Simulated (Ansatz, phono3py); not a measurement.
# SrO (Fm-3m): solver, mesh and scattering choices in phono3py, part 2 of 5

The second- and third-order constants of SrO come from an earlier supercell run; what does phono3py make of them?

What experiment has found for this phase:
- thermal conductivity 12 W/m/K near room temperature (given in “Combining the AFLOW GIBBS and Elastic Libraries to efficiently and robustly screen thermo-mechanical properties of solids”, 2017, arXiv:1611.05714)
- thermal conductivity 12 W/m/K near room temperature (given in “Predicting the lattice thermal conductivity of solids by solving the Boltzmann transport equation: AFLOW - AAPL an automated, accurate and efficient framework”, 2017, arXiv:1611.05481)

Ansatz 0.2.0 and phono3py 4.10.0; DFT r2SCAN, scalar-relativistic, plane waves, PAW; PAW set soft_1 (the session's first sound run).

So far, κ at 300 K (W/m/K): step 3 (relaxation-time solution) 15.0; step 5 (isotopes none) 15.0.

The database entry behind the starting cell differs from later determinations by our own check (about 0.5 % short), so it need not match the best structure at ambient conditions.

## Step 6: Another q-mesh, third order supercell 3×3×3, supercell 6×6×6

Level of this step: DFT r2SCAN, scalar-relativistic, plane waves, PAW; PAW set soft_1; phono3py on Ansatz's force constants (phono3py).

The q-mesh of the transport sums changes, with the same scattering terms.

phono3py.yaml

```yaml
phono3py:
  version: "4.10.0"
  frequency_unit_conversion_factor: 15.633302
  symmetry_tolerance: 1.00000e-05

physical_unit:
  atomic_mass: "AMU"
  length: "angstrom"

space_group:
  type: "Fm-3m"
  number: 225
  Hall_symbol: "-F 4 2 3"

primitive_matrix:
- [  1.000000000000000,  0.000000000000000,  0.000000000000000 ]
- [  0.000000000000000,  1.000000000000000,  0.000000000000000 ]
- [  0.000000000000000,  0.000000000000000,  1.000000000000000 ]

supercell_matrix:
- [   3,   0,   0 ]
- [   0,   3,   0 ]
- [   0,   0,   3 ]

# [primitive_cell block left out]
unit_cell:
  lattice:
  - [     0.000000000000000,     2.580114853700000,     2.580114853700000 ] # a
  - [     2.580114853700000,     0.000000000000000,     2.580114853700000 ] # b
  - [     2.580114853700000,     2.580114853700000,     0.000000000000000 ] # c
  points:
  - symbol: Sr # 1
    coordinates: [  0.500000000000000,  0.500000000000000,  0.500000000000000 ]
    mass: 87.620000
    reduced_to: 1
  - symbol: O # 2
    coordinates: [  0.000000000000000,  0.000000000000000,  0.000000000000000 ]
    mass: 15.999000
    reduced_to: 2

# [supercell block left out]
phonon_supercell_matrix:
- [   6,   0,   0 ]
- [   0,   6,   0 ]
- [   0,   0,   6 ]

# [phonon_primitive_cell block left out]
# [phonon_supercell block left out]
nac:
  born_effective_charge:
  - # 1 (Sr)
    - [  2.412776631096058,  0.000000000000000,  0.000000000000000 ]
    - [  0.000000000000000,  2.412776631096058,  0.000000000000000 ]
    - [  0.000000000000000,  0.000000000000000,  2.412776631096058 ]
  - # 2 (O)
    - [ -2.412776631096058,  0.000000000000000,  0.000000000000000 ]
    - [  0.000000000000000, -2.412776631096058,  0.000000000000000 ]
    - [  0.000000000000000,  0.000000000000000, -2.412776631096058 ]
  dielectric_constant:
    - [  3.511817046854623,  0.000000000000000,  0.000000000000000 ]
    - [  0.000000000000000,  3.511817046854624,  0.000000000000000 ]
    - [  0.000000000000000,  0.000000000000000,  3.511817046854624 ]
  unit_conversion_factor: 14.399645
```

Started as:

```console
$ phono3py phono3py.yaml --mesh 5 5 5 --br --isotope --ts 100 300 600
```

What it wrote:

```text
[banner, memory and clock lines left out]
Rust backend (phonors) using rayon (8 threads).
Running in phono3py.load mode.
Spglib version 2.8.0
----------------------------- General settings -----------------------------
Run mode: conductivity-RTA
HDF5 data compression filter: gzip
Crystal structure was read from "phono3py.yaml".
Supercell (dim): [3 3 3]
Phonon supercell (dim-fc2): [6 6 6]
Primitive matrix:
  [1. 0. 0.]
  [0. 1. 0.]
  [0. 0. 1.]
Spacegroup: Fm-3m (225)
Use -v option to watch primitive cell, unit cell, and supercell structures.
NAC parameters were read from "phono3py.yaml".
fc3 was read from "fc3.hdf5".
fc2 was read from "fc2.hdf5".
----------------------------- Force constants ------------------------------
Max drift of fc3: 0.00000300 (zzz) 0.00000300 (zzz) 0.00000300 (zzz)
Max drift of fc2: -0.00002100 (xx) -0.00002100 (xx)
--------------------------- Calculation settings ---------------------------
Non-analytical term correction (NAC): True
NAC unit conversion factor:  14.39964
BZ integration: Tetrahedron-method
Temperature:  100.0  300.0  600.0
Cutoff frequency: 0.01
Mesh sampling: [ 5 5 5 ]
Generating grid system ... [ 5 5 5 ]
fc3-r2q-transformation over three atoms: True
--------------------------- Phonon calculations ----------------------------
  PRB 50, 13035(R) (1994), PRB 55, 10355 (1997)
  G-cutoff distance: 1.28, Number of G-points: 307, Lambda: 0.25
Running harmonic phonon calculations...
-------------------- Lattice thermal conductivity (RTA) --------------------
Running heat capacity calculations...
Running velocity calculations...
Running isotope scattering calculations with tetrahedron method...
======================= Grid point 0 (1/10) =======================
q-point: ( 0.00  0.00  0.00)
Boundary mean free path (millimeter): 1000.000
Mass variance parameters: 6.10e-05 3.36e-05
Number of triplets: 10
Frequency     group velocity (x, y, z)     |gv|
  -0.008   (   0.000    0.000    0.000)    0.000
  -0.008   (   0.000    0.000    0.000)    0.000
  -0.008   (   0.000    0.000    0.000)    0.000
   6.414   (   0.000    0.000    0.000)    0.000
   6.414   (   0.000    0.000    0.000)    0.000
   6.414   (   0.000    0.000    0.000)    0.000
======================= Grid point 1 (2/10) =======================
q-point: ( 0.20  0.00  0.00)
Boundary mean free path (millimeter): 1000.000
Mass variance parameters: 6.10e-05 3.36e-05
Number of triplets: 19
Frequency     group velocity (x, y, z)     |gv|
   2.083   ( -13.513   13.513   13.513)   23.405
   2.083   ( -13.513   13.513   13.513)   23.405
   3.739   ( -29.427   29.427   29.427)   50.968
   7.113   ( -10.355   10.355   10.355)   17.935
   7.113   ( -10.355   10.355   10.355)   17.935
  13.821   (   4.295   -4.295   -4.295)    7.438
[7 grid points left out]
======================= Grid point 40 (10/10) =======================
q-point: ( 0.60  0.40  0.20)
Boundary mean free path (millimeter): 1000.000
Mass variance parameters: 6.10e-05 3.36e-05
Number of triplets: 39
Frequency     group velocity (x, y, z)     |gv|
   3.932   (   0.000    0.009   15.796)   15.796
   4.556   (  -0.000   16.584    7.543)   18.219
   5.520   (  -0.000   -2.398   -7.998)    8.350
   8.119   (  -0.000   17.888    4.265)   18.390
   8.390   (   0.000   -0.818   10.354)   10.387
  10.589   (   0.000    3.369  -39.166)   39.311
=================== End of collection of collisions ===================
----------- Thermal conductivity (W/m-k) with tetrahedron method -----------
#  T(K)        xx         yy         zz         yz         xz         xy
  100.0      27.020     27.020     27.020      0.000      0.000     -0.000
  300.0       7.571      7.571      7.571      0.000      0.000     -0.000
  600.0       3.752      3.752      3.752      0.000      0.000     -0.000

Thermal conductivity related properties were written into
"kappa-m555.hdf5".
Summary of calculation was written in "phono3py.yaml".
```

It took 3.6 s on 8 threads of Intel Xeon Platinum 8375C at 2.90GHz (Ice Lake), shared host; peak memory 0.14 GiB; 3.7 s of CPU time.

This step gave:

| Quantity | Value |
| --- | --- |
| κ at 300 K | 7.571 W/m/K |
| κ xx, yy, zz at 300 K | 7.571, 7.571, 7.571 W/m/K |

W/m/K. Kappa, by row:

| T (K) | xx | yy | zz | yz | xz | xy |
| --- | --- | --- | --- | --- | --- | --- |
| 100 | 27.02 | 27.02 | 27.02 | 0 | 0 | 0 |
| 300 | 7.571 | 7.571 | 7.571 | 0 | 0 | 0 |
| 600 | 3.752 | 3.752 | 3.752 | 0 | 0 | 0 |

This mesh is too coarse for the transport sums: κ at 300 K comes out at 7.57 against 15.0 W/(m K) in the base run.

## Step 7: Another q-mesh, third order supercell 3×3×3, supercell 6×6×6 (run 2)

The q-mesh of the transport sums changes, with the same scattering terms.

phono3py.yaml is that of step 6.

Started as:

```console
$ phono3py phono3py.yaml --mesh 7 7 7 --br --isotope --ts 100 300 600
```

What it wrote:

```text
[banner, memory and clock lines left out]
Rust backend (phonors) using rayon (8 threads).
Running in phono3py.load mode.
Spglib version 2.8.0
----------------------------- General settings -----------------------------
Run mode: conductivity-RTA
HDF5 data compression filter: gzip
Crystal structure was read from "phono3py.yaml".
Supercell (dim): [3 3 3]
Phonon supercell (dim-fc2): [6 6 6]
Primitive matrix:
  [1. 0. 0.]
  [0. 1. 0.]
  [0. 0. 1.]
Spacegroup: Fm-3m (225)
Use -v option to watch primitive cell, unit cell, and supercell structures.
[...]
8.747   (   4.676  -15.616   -0.000)   16.302
  10.045   ( -30.591   15.228   -0.000)   34.172
=================== End of collection of collisions ===================
----------- Thermal conductivity (W/m-k) with tetrahedron method -----------
#  T(K)        xx         yy         zz         yz         xz         xy
  100.0      38.055     38.055     38.055      0.000     -0.000     -0.000
  300.0       9.715      9.715      9.715      0.000      0.000     -0.000
  600.0       4.752      4.752      4.752      0.000      0.000     -0.000

Thermal conductivity related properties were written into
"kappa-m777.hdf5".
Summary of calculation was written in "phono3py.yaml".
```

Wall time 3.8 s (8 threads); peak memory 0.14 GiB; 4.5 s of CPU time.

This mesh is too coarse for the transport sums: κ at 300 K comes out at 9.71 against 15.0 W/(m K) in the base run.

## Step 8: Another q-mesh, third order supercell 3×3×3, supercell 6×6×6 (run 3)

The q-mesh of the transport sums changes, with the same scattering terms.

phono3py.yaml is that of step 7.

Started as:

```console
$ phono3py phono3py.yaml --mesh 11 11 11 --br --isotope --ts 100 300 600
```

What it wrote:

```text
[banner, memory and clock lines left out]
Rust backend (phonors) using rayon (8 threads).
Running in phono3py.load mode.
Spglib version 2.8.0
----------------------------- General settings -----------------------------
Run mode: conductivity-RTA
HDF5 data compression filter: gzip
Crystal structure was read from "phono3py.yaml".
Supercell (dim): [3 3 3]
Phonon supercell (dim-fc2): [6 6 6]
Primitive matrix:
  [1. 0. 0.]
  [0. 1. 0.]
  [0. 0. 1.]
Spacegroup: Fm-3m (225)
Use -v option to watch primitive cell, unit cell, and supercell structures.
[...]
8.704   (   2.982  -16.757   -0.000)   17.021
   9.828   ( -24.556   10.153   -0.000)   26.572
=================== End of collection of collisions ===================
----------- Thermal conductivity (W/m-k) with tetrahedron method -----------
#  T(K)        xx         yy         zz         yz         xz         xy
  100.0      49.891     49.891     49.891      0.000      0.000     -0.000
  300.0      12.560     12.560     12.560      0.000      0.000     -0.000
  600.0       6.117      6.117      6.117      0.000      0.000     -0.000

Thermal conductivity related properties were written into
"kappa-m111111.hdf5".
Summary of calculation was written in "phono3py.yaml".
```

Run time: 4.7 s. Hardware: 8 threads; peak memory 0.14 GiB.

W/m/K. Kappa, by row:

| T (K) | xx | yy | zz | yz | xz | xy |
| --- | --- | --- | --- | --- | --- | --- |
| 100 | 49.89 | 49.89 | 49.89 | 0 | 0 | 0 |
| 300 | 12.56 | 12.56 | 12.56 | 0 | 0 | 0 |
| 600 | 6.117 | 6.117 | 6.117 | 0 | 0 | 0 |

This mesh is too coarse for the transport sums: κ at 300 K comes out at 12.6 against 15.0 W/(m K) in the base run.

## Step 9: Another q-mesh, third order supercell 3×3×3, supercell 6×6×6 (run 4)

The q-mesh of the transport sums changes, with the same scattering terms.

phono3py.yaml is that of step 8.

Started as:

```console
$ phono3py phono3py.yaml --mesh 15 15 15 --br --isotope --ts 100 300 600
```

What it wrote:

```text
[banner, memory and clock lines left out]
Rust backend (phonors) using rayon (8 threads).
Running in phono3py.load mode.
Spglib version 2.8.0
----------------------------- General settings -----------------------------
Run mode: conductivity-RTA
HDF5 data compression filter: gzip
Crystal structure was read from "phono3py.yaml".
Supercell (dim): [3 3 3]
Phonon supercell (dim-fc2): [6 6 6]
Primitive matrix:
  [1. 0. 0.]
  [0. 1. 0.]
  [0. 0. 1.]
Spacegroup: Fm-3m (225)
Use -v option to watch primitive cell, unit cell, and supercell structures.
[...]
8.677   (   2.177  -17.227   -0.000)   17.364
   9.744   ( -20.039    7.469   -0.000)   21.386
=================== End of collection of collisions ===================
----------- Thermal conductivity (W/m-k) with tetrahedron method -----------
#  T(K)        xx         yy         zz         yz         xz         xy
  100.0      59.568     59.568     59.568      0.000      0.000     -0.000
  300.0      14.657     14.657     14.657      0.000      0.000     -0.000
  600.0       7.109      7.109      7.109      0.000      0.000     -0.000

Thermal conductivity related properties were written into
"kappa-m151515.hdf5".
Summary of calculation was written in "phono3py.yaml".
```

Elapsed: 9.8 s, on 8 threads; peak memory 0.14 GiB.

W/m/K. Kappa, by row:

| T (K) | xx | yy | zz | yz | xz | xy |
| --- | --- | --- | --- | --- | --- | --- |
| 100 | 59.57 | 59.57 | 59.57 | 0 | 0 | 0 |
| 300 | 14.66 | 14.66 | 14.66 | 0 | 0 | 0 |
| 600 | 7.109 | 7.109 | 7.109 | 0 | 0 | 0 |

κ at 300 K goes from 15.0 in the base run to 14.7 W/(m K).

## Step 10: Another q-mesh, third order supercell 3×3×3, supercell 6×6×6 (run 5)

The q-mesh of the transport sums changes, with the same scattering terms.

phono3py.yaml is that of step 9.

Started as:

```console
$ phono3py phono3py.yaml --mesh 19 19 19 --br --isotope --ts 100 300 600
```

What it wrote:

```text
[banner, memory and clock lines left out]
Rust backend (phonors) using rayon (8 threads).
Running in phono3py.load mode.
Spglib version 2.8.0
----------------------------- General settings -----------------------------
Run mode: conductivity-RTA
HDF5 data compression filter: gzip
Crystal structure was read from "phono3py.yaml".
Supercell (dim): [3 3 3]
Phonon supercell (dim-fc2): [6 6 6]
Primitive matrix:
  [1. 0. 0.]
  [0. 1. 0.]
  [0. 0. 1.]
Spacegroup: Fm-3m (225)
Use -v option to watch primitive cell, unit cell, and supercell structures.
[...]
8.658   (   1.711  -17.476   -0.000)   17.560
   9.703   ( -16.787    5.844   -0.000)   17.775
=================== End of collection of collisions ===================
----------- Thermal conductivity (W/m-k) with tetrahedron method -----------
#  T(K)        xx         yy         zz         yz         xz         xy
  100.0      62.030     62.030     62.030      0.000     -0.000     -0.000
  300.0      15.080     15.080     15.080      0.000     -0.000     -0.000
  600.0       7.302      7.302      7.302      0.000     -0.000     -0.000

Thermal conductivity related properties were written into
"kappa-m191919.hdf5".
Summary of calculation was written in "phono3py.yaml".
```

The job ended after 26 s (8 threads; peak memory 0.14 GiB).

κ at 300 K goes from 15.0 in the base run to 15.1 W/(m K).

## Step 11: Another q-mesh, third order supercell 3×3×3, supercell 6×6×6 (run 6)

The q-mesh of the transport sums changes, with the same scattering terms.

phono3py.yaml is that of step 10.

Started as:

```console
$ phono3py phono3py.yaml --mesh 23 23 23 --br --isotope --ts 100 300 600
```

What it wrote:

```text
[banner, memory and clock lines left out]
Rust backend (phonors) using rayon (8 threads).
Running in phono3py.load mode.
Spglib version 2.8.0
----------------------------- General settings -----------------------------
Run mode: conductivity-RTA
HDF5 data compression filter: gzip
Crystal structure was read from "phono3py.yaml".
Supercell (dim): [3 3 3]
Phonon supercell (dim-fc2): [6 6 6]
Primitive matrix:
  [1. 0. 0.]
  [0. 1. 0.]
  [0. 0. 1.]
Spacegroup: Fm-3m (225)
Use -v option to watch primitive cell, unit cell, and supercell structures.
[...]
8.645   (   1.407  -17.630   -0.000)   17.686
   9.680   ( -14.385    4.770   -0.000)   15.155
=================== End of collection of collisions ===================
----------- Thermal conductivity (W/m-k) with tetrahedron method -----------
#  T(K)        xx         yy         zz         yz         xz         xy
  100.0      62.026     62.026     62.026      0.000      0.000     -0.000
  300.0      14.991     14.991     14.991      0.000      0.000     -0.000
  600.0       7.254      7.254      7.254      0.000      0.000     -0.000

Thermal conductivity related properties were written into
"kappa-m232323.hdf5".
Summary of calculation was written in "phono3py.yaml".
```

It took 68 s on 8 threads; peak memory 0.14 GiB; 8 min of CPU time.

κ at 300 K goes from 15.0 in the base run to 15.0 W/(m K).

## Step 12: Another q-mesh, third order supercell 3×3×3, supercell 6×6×6 (run 7)

The q-mesh of the transport sums changes, with the same scattering terms.

phono3py.yaml is that of step 11.

Started as:

```console
$ phono3py phono3py.yaml --mesh 31 31 31 --br --isotope --ts 100 300 600
```

What it wrote:

```text
[banner, memory and clock lines left out]
Rust backend (phonors) using rayon (8 threads).
Running in phono3py.load mode.
Spglib version 2.8.0
----------------------------- General settings -----------------------------
Run mode: conductivity-RTA
HDF5 data compression filter: gzip
Crystal structure was read from "phono3py.yaml".
Supercell (dim): [3 3 3]
Phonon supercell (dim-fc2): [6 6 6]
Primitive matrix:
  [1. 0. 0.]
  [0. 1. 0.]
  [0. 0. 1.]
Spacegroup: Fm-3m (225)
Use -v option to watch primitive cell, unit cell, and supercell structures.
[...]
8.629   (   1.038  -17.807   -0.000)   17.837
   9.656   ( -11.125    3.458   -0.000)   11.650
=================== End of collection of collisions ===================
----------- Thermal conductivity (W/m-k) with tetrahedron method -----------
#  T(K)        xx         yy         zz         yz         xz         xy
  100.0      61.702     61.702     61.702      0.000      0.000     -0.000
  300.0      14.829     14.829     14.829      0.000      0.000     -0.000
  600.0       7.171      7.171      7.171      0.000      0.000     -0.000

Thermal conductivity related properties were written into
"kappa-m313131.hdf5".
Summary of calculation was written in "phono3py.yaml".
```

The job ended after 6.2 min (8 threads; peak memory 0.17 GiB; 46 min of CPU time).

κ at 300 K goes from 15.0 in the base run to 14.8 W/(m K).

## Step 13: Mesh convergence

This step: DFT r2SCAN, scalar-relativistic, plane waves, PAW; PAW set soft_1 (phono3py 4.10.0).

Series, by row:

| mesh points along each axis | kappa at 100 K (W/m/K) | kappa at 300 K (W/m/K) | kappa at 600 K (W/m/K) | seconds |
| --- | --- | --- | --- | --- |
| 5 | 27.02 | 7.571 | 3.752 | 3.6 |
| 7 | 38.05 | 9.715 | 4.752 | 3.75 |
| 11 | 49.89 | 12.56 | 6.117 | 4.66 |
| 15 | 59.57 | 14.66 | 7.109 | 9.85 |
| 19 | 62.03 | 15.08 | 7.302 | 25.74 |
| 23 | 62.03 | 14.99 | 7.254 | 68.46 |
| 31 | 61.7 | 14.83 | 7.171 | 371.2 |

(Part 2 of 5 ends here.)

[Logs are printed without paths, hosts, clocks, repeated set-up lines and the standing remarks that a program may print on its own settings, such as how far it seeks lower states.]

[Hosts, paths, dates, database ids (printed as entryN), source tags and the programs' standing remarks are cut or masked in the printed files.]

[A step with changed settings may run another functional than the one named; its input shows which.]
